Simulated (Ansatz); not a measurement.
## Electron–phonon scattering in Sc (P6_3/mmc)

The plan: relax Sc (P6_3/mmc), check its phonons, and, if the lattice is stable, compute its Eliashberg function and ρ(T).

Calculated with Ansatz 0.2.0; DFT PBE, scalar-relativistic, plane waves, PAW.

Experimental background.

For Sc (bulk crystal), “CRC Handbook of Chemistry and Physics, 84th edition, Electrical Resistivity of Pure Metals” (2003, CRC Press, section 12, read from Wikipedia's data page) quotes earlier work: resistivity at 295 K 56.2 μΩ cm.

### 1. Set-up

Symmetry: P6_3/mmc, No. 194, hexagonal system. The conventional cell has a = 3.309 Å, b = 3.309 Å, c = 5.273 Å, α = 90.00°, β = 90.00°, γ = 120.00°. Nearest to Sc lie 12 Sc at 3.26 to 3.31 Å.

### 2. Relaxation

Lattice constant and positions set the bands and the force constants, so the cell is relaxed first.

input.yaml reads:

```yaml
crystal:
  lattice:
    - [3.309, 0.0, 0.0]
    - [-1.6545, 2.8656780611, 0.0]
    - [0.0, 0.0, 5.2733]
  atoms:
    - { symbol: Sc, position: [0.3333333333, 0.6666666667, 0.25] }
    - { symbol: Sc, position: [0.6666666667, 0.3333333333, 0.75] }
kpoints:
  mp_grid: { grid: [12, 12, 6] }
hamiltonian:
  xc: pbe
scf:
  occupations: { method: gaussian, width: 0.1 }
output:
  forces: true
  stress: true
  eigenvalues: true
relax:
  adjacent_minimum: "off"
  f_tol: 0.005
  max_steps: 80
  cell: { stress_tol: 0.05 }
```

Started as:

```console
ansatz run input.yaml --threads 4 --pin off --max-ram 10240MiB --backend cpu --events-out ev --progress --plain --runs-dir out
```

Numbers of over 12 decimals in the logs are rounded to 6 here.

The log of the run:

```text
Engine: ansatz 0.2.0, aarch64-unknown-linux-gnu
Pseudopotentials: kind: paw
Pseudopotential: Sc, paw, valence charge 11, recommended cutoff 420 eV (normal), Sc.paw.azcp
Functional definition: PBE
  parameter kappa = 0.804
  parameter beta = 0.066725
  exchange = pbe_x(kappa = kappa, mu = beta*pi^2/3)
  correlation = pbe_c(beta = beta)
Crystal: 2 atoms, lattice volume = 50.004 Å³
Basis set: ecut = 420 eV, 989 PW (Γ), exchange–correlation on 48×48×72 points (8 copies of the dense FFT grid, shifted against one another)
Bands: 15, of which v1, the nominal top of the filled ones, is band 11 counted from 1 (10 counted from 0)
Symmetry: 24 space group operations
Space group: P63/mmc (ITA 194), of the structure as read, at distance tolerance 3.7e-5 Å
k-points: 76 of 864
Non-local potential: Sc, projectors of the file, l = 0: 3, l = 1: 2, l = 2: 3, l = 3: 1
PAW form: soft (Blöchl's): semilocal exchange-correlation on the pseudo side does not see the compensation charge
PAW one-centre angular grid: Sc, 590 points (default); XC on 64 Gauss nodes
Initial density: superposition of atomic densities (neutral atoms: chi_scale 0, normalization atom), corrected by the library's trained network
Initial wavefunctions: pseudopotential atomic-orbital guess
Functional: x = pbe(κ = 0.804, μ = 0.219515), c = pbe(β = 0.066725)
SCF iter   1: F=—  HF=-4271.622981 eV  |F-HF|=—  |Δ(HF+E_count)|=         —  Δρ=1.90e-3  dr2=1.74e-3  ethr=1.77e-3  ⟨swp⟩=3.2  Hψ=4688  notcnv=0
preconditioner: auto → none  [metal: Δε(μ)=0.030 eV  Ē_g=2.465 eV  σ=0.100 eV  W_gap=0.17  n_scr=8 (ndim 8)  ℏωp=12.9 eV  f_vac=0.000  D(μ)=4.26/eV (n_scr^D=42)  sad-step TF]
SCF iter   2: F=—  HF=-4271.622334 eV  |F-HF|=—  |Δ(HF+E_count)|=   6.47e-4  Δρ=1.18e-3  dr2=7.55e-4  ethr=7.92e-6  ⟨swp⟩=1.1  Hψ=1822  notcnv=0
SCF iter   3: F=—  HF=-4271.622356 eV  |F-HF|=—  |Δ(HF+E_count)|=   2.17e-5  Δρ=1.14e-4  dr2=5.40e-6  ethr=3.43e-6  ⟨swp⟩=2.0  Hψ=1355  notcnv=0
SCF iter   4: F=—  HF=-4271.622329 eV  |F-HF|=—  |Δ(HF+E_count)|=   2.71e-5  Δρ=2.37e-5  dr2=2.20e-7  ethr=2.45e-8  ⟨swp⟩=2.4  Hψ=1910  notcnv=0
iter 5 did not close the SCF: its close was put off for the readings that it lacked (scf_convergence_deferred on its scf_iter line)
SCF iter   5: F=-4271.622329 eV  HF=-4271.622329 eV  |F-HF|=2.09e-9  |Δ(HF+E_count)|=   3.34e-8  Δρ=5.05e-6  dr2=6.41e-9  ethr=1.00e-9  ⟨swp⟩=2.1  Hψ=1841  notcnv=0
SCF iter   6: F=-4271.622329 eV  HF=-4271.622329 eV  |F-HF|=9.73e-11  |Δ(HF+E_count)|=   3.31e-9  Δρ=7.49e-7  dr2=1.80e-10  ethr=2.91e-11  ⟨swp⟩=1.2  Hψ=3534  notcnv=0
SCF 1 converged in 6 iterations: F = -4271.622329 eV  dr2 = 1.80e-10
  greatest PAW one-centre occupation: 0.998 electrons in one spin orbital (limit 2), on the Sc atom at site 1 (counted from 0), in its partial waves of l = 0
relax step   1: F+E_penalty+E_count = -4271.62232858 eV  Δ(F+E_penalty+E_count) = +0.000e0 eV  max|allowed force component| = 7.401e-17 eV/Å  Δτ_max = 0.0000 Å  P = -0.749 GPa  Ω = 50.004 Å³  (6 SCF iters, dr2 threshold 1.00e-7 eV, accepted)
Crystal: 2 atoms, lattice volume = 49.140 Å³
Basis set: ecut = 420 eV, 965 PW (Γ), exchange–correlation on 48×48×72 points (8 copies of the dense FFT grid, shifted against one another)
Initial density: handed on by an earlier stage of this run
Initial wavefunctions: those handed on with the density
iter 1 solved again at ethr=4.02e-7 eV; its pass at ethr=3.10e-3 eV (dr2=8.85e-5 eV) is discarded
SCF iter   1: F=—  HF=-4271.628572 eV  |F-HF|=—  |Δ(HF+E_count)|=         —  Δρ=5.71e-4  dr2=9.59e-5  ethr=4.02e-7  ⟨swp⟩=2.1  Hψ=8449  notcnv=0
preconditioner: auto → none  [metal: Δε(μ)=0.033 eV  Ē_g=2.492 eV  σ=0.100 eV  W_gap=0.18  n_scr=8 (ndim 8)  ℏωp=13.0 eV  f_vac=0.000  D(μ)=3.94/eV (n_scr^D=42)]
SCF iter   2: F=—  HF=-4271.628539 eV  |F-HF|=—  |Δ(HF+E_count)|=   3.33e-5  Δρ=2.58e-4  dr2=1.66e-5  ethr=4.02e-7  ⟨swp⟩=1.3  Hψ=1337  notcnv=0
SCF iter   3: F=—  HF=-4271.628549 eV  |F-HF|=—  |Δ(HF+E_count)|=   1.02e-5  Δρ=3.67e-5  dr2=3.15e-7  ethr=7.57e-8  ⟨swp⟩=2.1  Hψ=1372  notcnv=0
iter 4 did not close the SCF: its close was put off for the readings that it lacked (scf_convergence_deferred on its scf_iter line)
SCF iter   4: F=-4271.628549 eV  HF=-4271.628549 eV  |F-HF|=2.55e-9  |Δ(HF+E_count)|=   2.85e-7  Δρ=2.75e-6  dr2=2.98e-9  ethr=1.43e-9  ⟨swp⟩=2.1  Hψ=1421  notcnv=0
iter 5 did not close the SCF: its close was put off for the readings that it lacked (scf_convergence_deferred on its scf_iter line)
SCF iter   5: F=-4271.628549 eV  HF=-4271.628549 eV  |F-HF|=5.00e-11  |Δ(HF+E_count)|=   1.06e-9  Δρ=5.50e-7  dr2=1.25e-10  ethr=1.36e-11  ⟨swp⟩=2.0  Hψ=2006  notcnv=0
SCF iter   6: F=-4271.628549 eV  HF=-4271.628549 eV  |F-HF|=1.82e-12  |Δ(HF+E_count)|=  7.28e-12  Δρ=7.81e-8  dr2=1.04e-12  ethr=1.00e-12  ⟨swp⟩=1.0  Hψ=3155  notcnv=0
SCF 2 converged in 6 iterations: F = -4271.628549 eV  dr2 = 1.04e-12
relax step   2: F+E_penalty+E_count = -4271.62854916 eV  Δ(F+E_penalty+E_count) = -6.221e-3 eV  max|allowed force component| = 8.327e-17 eV/Å  Δτ_max = 0.0000 Å  P = +0.130 GPa  Ω = 49.140 Å³  energy of the carried Pulay correction = +1.251e-4 eV  (6 SCF iters, dr2 threshold 2.00e-7 eV, accepted)
Crystal: 2 atoms, lattice volume = 49.278 Å³
iter 1 solved again at ethr=1.77e-8 eV; its pass at ethr=3.10e-3 eV (dr2=3.89e-6 eV) is discarded
SCF iter   1: F=—  HF=-4271.628723 eV  |F-HF|=—  |Δ(HF+E_count)|=         —  Δρ=1.13e-4  dr2=5.22e-6  ethr=1.77e-8  ⟨swp⟩=3.3  Hψ=8332  notcnv=0
preconditioner: auto → none  [metal: Δε(μ)=0.033 eV  Ē_g=2.489 eV  σ=0.100 eV  W_gap=0.18  n_scr=8 (ndim 8)  ℏωp=13.0 eV  f_vac=0.000  D(μ)=3.95/eV (n_scr^D=42)]
SCF iter   2: F=—  HF=-4271.628678 eV  |F-HF|=—  |Δ(HF+E_count)|=   4.51e-5  Δρ=4.94e-5  dr2=8.43e-7  ethr=1.77e-8  ⟨swp⟩=2.0  Hψ=1263  notcnv=0
iter 3 did not close the SCF: its close was put off for the readings that it lacked (scf_convergence_deferred on its scf_iter line)
SCF iter   3: F=-4271.628678 eV  HF=-4271.628678 eV  |F-HF|=8.98e-9  |Δ(HF+E_count)|=   2.13e-7  Δρ=7.70e-6  dr2=1.75e-8  ethr=3.83e-9  ⟨swp⟩=2.1  Hψ=1312  notcnv=0
iter 4 did not close the SCF: its close was put off for the readings that it lacked (scf_convergence_deferred on its scf_iter line)
SCF iter   4: F=-4271.628678 eV  HF=-4271.628678 eV  |F-HF|=2.95e-10  |Δ(HF+E_count)|=   1.10e-8  Δρ=1.40e-6  dr2=7.95e-10  ethr=7.94e-11  ⟨swp⟩=2.7  Hψ=1804  notcnv=0
iter 5 did not close the SCF: its close was put off for the readings that it lacked (scf_convergence_deferred on its scf_iter line)
SCF iter   5: F=-4271.628678 eV  HF=-4271.628678 eV  |F-HF|=9.09e-13  |Δ(HF+E_count)|=  1.36e-11  Δρ=1.43e-7  dr2=4.45e-12  ethr=3.61e-12  ⟨swp⟩=2.6  Hψ=2014  notcnv=0
SCF iter   6: F=-4271.628678 eV  HF=-4271.628678 eV  |F-HF|=9.09e-13  |Δ(HF+E_count)|=  1.82e-12  Δρ=1.88e-8  dr2=4.54e-14  ethr=1.00e-12  ⟨swp⟩=1.0  Hψ=2585  notcnv=0
SCF 3 converged in 6 iterations: F = -4271.628678 eV  dr2 = 4.54e-14
relax step   3: F+E_penalty+E_count = -4271.62867784 eV  Δ(F+E_penalty+E_count) = -1.287e-4 eV  max|allowed force component| = 3.238e-17 eV/Å  Δτ_max = 0.0000 Å  P = -0.030 GPa  Ω = 49.278 Å³  energy of the carried Pulay correction = +1.044e-4 eV  (6 SCF iters, dr2 threshold 1.29e-7 eV, accepted)
Initial wavefunctions: pseudopotential atomic-orbital guess (no wavefunctions were taken with the density)
iter 1 solved again at ethr=9.12e-10 eV; its pass at ethr=3.10e-3 eV (dr2=2.01e-7 eV) is discarded
SCF iter   1: F=—  HF=-4271.628619 eV  |F-HF|=—  |Δ(HF+E_count)|=         —  Δρ=2.99e-5  dr2=5.35e-8  ethr=9.12e-10  ⟨swp⟩=3.0  Hψ=8030  notcnv=0
SCF iter   2: F=—  HF=-4271.628574 eV  |F-HF|=—  |Δ(HF+E_count)|=   4.48e-5  Δρ=1.47e-5  dr2=1.24e-8  ethr=2.43e-10  ⟨swp⟩=2.2  Hψ=1842  notcnv=0
SCF iter   3: F=—  HF=-4271.628575 eV  |F-HF|=—  |Δ(HF+E_count)|=   3.22e-8  Δρ=9.42e-7  dr2=1.75e-10  ethr=5.65e-11  ⟨swp⟩=2.5  Hψ=1893  notcnv=0
iter 4 did not close the SCF: its close was put off for the readings that it lacked (scf_convergence_deferred on its scf_iter line)
SCF iter   4: F=-4271.628575 eV  HF=-4271.628575 eV  |F-HF|=6.37e-12  |Δ(HF+E_count)|=  9.64e-11  Δρ=2.31e-7  dr2=6.30e-12  ethr=1.00e-12  ⟨swp⟩=2.5  Hψ=1937  notcnv=0
iter 5 did not close the SCF: its close was put off for the readings that it lacked (scf_convergence_deferred on its scf_iter line)
SCF iter   5: F=-4271.628575 eV  HF=-4271.628575 eV  |F-HF|=9.09e-13  |Δ(HF+E_count)|=  1.00e-11  Δρ=4.21e-8  dr2=1.90e-13  ethr=1.00e-12  ⟨swp⟩=1.0  Hψ=1140  notcnv=0
iter 6 did not close the SCF: its close was put off for the readings that it lacked (scf_convergence_deferred on its scf_iter line)
SCF iter   6: F=-4271.628575 eV  HF=-4271.628575 eV  |F-HF|=1.82e-12  |Δ(HF+E_count)|=  9.09e-13  Δρ=3.24e-9  dr2=1.47e-15  ethr=1.00e-12  ⟨swp⟩=1.0  Hψ=1140  notcnv=0
iter 7 did not close the SCF: its close was put off for the readings that it lacked (scf_convergence_deferred on its scf_iter line)
SCF iter   7: F=-4271.628575 eV  HF=-4271.628575 eV  |F-HF|=9.09e-13  |Δ(HF+E_count)|=  9.09e-13  Δρ=2.45e-10  dr2=1.44e-17  ethr=1.00e-12  ⟨swp⟩=1.0  Hψ=1140  notcnv=0
SCF iter   8: F=-4271.628575 eV  HF=-4271.628575 eV  |F-HF|=9.09e-13  |Δ(HF+E_count)|=  9.09e-13  Δρ=4.57e-11  dr2=2.38e-19  ethr=1.00e-12  ⟨swp⟩=1.0  Hψ=2584  notcnv=0
SCF 4 converged in 8 iterations: F = -4271.628575 eV  dr2 = 2.38e-19
relax step   4: F+E_penalty+E_count = -4271.62857452 eV  Δ(F+E_penalty+E_count) = +1.033e-4 eV  max|allowed force component| = 1.850e-17 eV/Å  Δτ_max = 0.0000 Å  P = -0.030 GPa  Ω = 49.278 Å³  stress off target by 4.21e-2 GPa  SCF on the basis re-selected at this cell (its energy is not comparable with the rows above)  (8 SCF iters)
basis re-selected at this cell: Δ(F+E_penalty+E_count) = +1.033e-4 eV, ΔP = -0.000 GPa vs the last step (what re-selecting the basis moved, of the pressure what is left beyond the Pulay correction that the steps carried, after the strain that the cell walked since its last selection, with what the two solves' SCF thresholds leave and, on support functions, any second-order correction that the steps lacked; it is no m [...]
SCF converged after 8 iterations
Free energy (F): -4271.628575 eV
Harris-Foulkes:  -4271.628575 eV  (|F-HF|=9.09e-13)
Internal energy: -4271.608804 eV  (E = F + TS)
E sigma→0 (E₀):  -4271.618689 eV
Entropy (-TS):   -0.019771 eV (-9.885 meV/atom)
Fermi energy:    9.252631 eV
--- Per-component energies (eV) ---
  E_band       = -337.425188
  E_kinetic    = 520.571717
  E_local      = -1686.767315  (includes V_loc(G=0)·N_el)
  E_nonlocal   = 166.433249
  E_hartree    = 575.937452
  E_xc         = -208.069251
  E_vxc        = -257.501646  (∫ρ·V_xc dr)
  E_paw        = -1910.935099  (= ΣΔE_a)
  E_vpaw       = -232.036119  (= ΣTr[D̂ρ^β])
  E_aug_tail   = 0.000020  (compensation charges beyond the density's cutoff)
  E_ewald      = -1728.779577
  E_smearing   = -0.019771  (= −TS)
  E_closure    = -0.000000  (closes the sum)
  Σ components = -4271.628575   (vs F -4271.628575, Δ=0.00e0)
--- Forces (eV/Å), atoms counted from 1 ---
  atom   1  Sc     0.00000000     0.00000000     0.00000000
  atom   2  Sc     0.00000000     0.00000000     0.00000000
  max |Σ_I F_I| component: 5.55e-17 eV/Å
--- Stress (GPa, compression-positive) ---
       -0.042056      -0.000000       0.000000
       -0.000000      -0.042056      -0.000000
        0.000000      -0.000000      -0.005928
  P = ⅓ Tr σ = -0.0300 GPa (-0.300 kbar)
--- Band table (eV; the first three rows and the last of 76) ---
  k-point 0: bands = [... 7 lower, -18.5446, 4.1370, 7.6309, 9.8785, 10.8507, 10.8507, 11.1187, 11.3019]
  k-point 1: bands = [... 7 lower, -18.5750, 4.3248, 7.3639, 9.8196, 10.7647, 10.7647, 10.9934, 11.1887]
  k-point 2: bands = [... 7 lower, -18.5910, 4.8647, 6.6137, 9.9080, 10.6604, 10.6958, 10.6958, 10.9563]
  k-point 75: bands = [... 7 lower, -18.6180, 8.8523, 8.8523, 9.1296, 9.1296, 9.5214, 9.5214, 11.6529]
--- Relaxed structure (3 steps of the walk, 3 accepted, 1 SCFs on fresh bases) ---
  F+E_penalty+E_count = -4271.62857452 eV   max|allowed force component| = 1.850e-17 eV/Å   (the final SCF, on the basis selected at the relaxed cell)
  cell:  # Å, volume = 49.2780 Å³
    - [3.319626, 0.0, 0.0]
    - [-1.659813, 2.874880, 0.0]
    - [0.0, 0.0, 5.163499]
  atoms:
    - { symbol: Sc, position: [0.333333, 0.666667, 0.25] }
    - { symbol: Sc, position: [0.666667, 0.333333, 0.750000] }
```

It took 2.8 s on 4 threads of Arm Neoverse V2, shared host; peak memory 0.37 GiB; 9.9 s of CPU time.

The steps of the relaxation:

| step | energy less that of the first step (eV) | largest force component (eV/Å) | pressure (GPa) | volume (Å³) |
| --- | --- | --- | --- | --- |
| 1 | 0.0000 | 0.0000 | -0.75 | 50.00 |
| 2 | -0.0062 | 0.0000 | 0.13 | 49.14 |
| 3 | -0.0063 | 0.0000 | -0.03 | 49.28 |
| 4* | -0.0062 | 0.0000 | -0.03 | 49.28 |

Relaxation steps marked * repeat the geometry before them on a plane-wave basis chosen anew for their cell, so energy and pressure can jump there.

Forces are held to the 24 operations that the run works with; a distortion that breaks them can't arise in this run.

| conventional cell, symmetrised | before | after | change |
| --- | --- | --- | --- |
| a (Å) | 3.309 | 3.320 | +0.3 % |
| b (Å) | 3.309 | 3.320 | +0.3 % |
| c (Å) | 5.273 | 5.163 | -2.1 % |
| volume (Å³/atom) | 25.00 | 24.64 | -1.5 % |

Final coordinates:

```xyz
2
Lattice="3.3196 0.0000 0.0000 -1.6598 2.8749 0.0000 0.0000 0.0000 5.1635" Properties=species:S:1:pos:R:3 pbc="T T T"
Sc    0.0000    1.9166    1.2909
Sc    1.6598    0.9583    3.8726
```

Numbers from this step:

```yaml
pressure: -0.03001 GPa
volume_per_atom: 24.64 Å³
metallic_on_mesh: yes
gap_on_the_k_mesh: 0 eV
```

The largest force is now zero by symmetry and the largest stress component 0.042 GPa.

### 3. Relaxing tightly for phonons

No force is left; the cell is relaxed once more with another smearing and tight thresholds.

input.yaml, the sections that differ from step 2:

```yaml
crystal:
  lattice:
    - [3.3196259682, 0.0, 0.0]
    - [-1.6598129841, 2.8748804195, 0.0]
    - [0.0, 0.0, 5.1634992892]
  atoms:
    - { symbol: Sc, position: [0.3333333333, 0.6666666667, 0.25] }
    - { symbol: Sc, position: [0.6666666667, 0.3333333333, 0.75] }
scf:
  occupations: { method: methfessel_paxton, width: 0.2 }
relax:
  adjacent_minimum: "off"
  f_tol: 0.001
  max_steps: 60
  cell: { stress_tol: 0.01 }
# kpoints, hamiltonian, output: as in step 2
```

The log of the run:

```text
[the first part of the log is left out]
  E_hartree    = 575.710304
  E_xc         = -208.079270
  E_vxc        = -257.515167  (∫ρ·V_xc dr)
  E_paw        = -1910.932916  (= ΣΔE_a)
  E_vpaw       = -232.031975  (= ΣTr[D̂ρ^β])
  E_aug_tail   = 0.000020  (compensation charges beyond the density's cutoff)
  E_ewald      = -1729.196324
  E_smearing   = -0.004144  (= −TS)
  E_closure    = 0.000000  (closes the sum)
  Σ components = -4271.618833   (vs F -4271.618833, Δ=0.00e0)
[...]
--- Stress (GPa, compression-positive) ---
        0.009550      -0.000000      -0.000000
       -0.000000       0.009550      -0.000000
       -0.000000      -0.000000       0.001558
  P = ⅓ Tr σ = 0.0069 GPa (0.069 kbar)
--- Band table (eV; the first three rows and the last of 76) ---
[...]
--- Relaxed structure (2 steps of the walk, 2 accepted, 1 SCFs on fresh bases) ---
[...]
cell:  # Å, volume = 49.2415 Å³
    - [3.319286, 0.0, 0]
    - [-1.659643, 2.874586, 0]
    - [0, 0, 5.160735]
  atoms:
    - { symbol: Sc, position: [0.333333, 0.666667, 0.25] }
    - { symbol: Sc, position: [0.666667, 0.333333, 0.750000] }
```

The job ended after 1.8 s (4 threads; peak memory 0.37 GiB).

Little changed from the start: no atom moved by 0.005 Å and no cell edge by 0.1 %.

This step gave:

```yaml
pressure: 0.006886 GPa
volume_per_atom: 24.62 Å³
```

The largest force is now zero by symmetry and the largest stress component 0.0095 GPa, small enough for phonons.

(Continued in part 2 of 3.)

[Logs are printed without paths, hosts, clocks, repeated set-up lines and the standing remarks that a program may print on its own settings, such as how far it seeks lower states.]

[Hosts, paths, dates, database ids (printed as entryN), source tags and the programs' standing remarks are cut or masked in the printed files.]
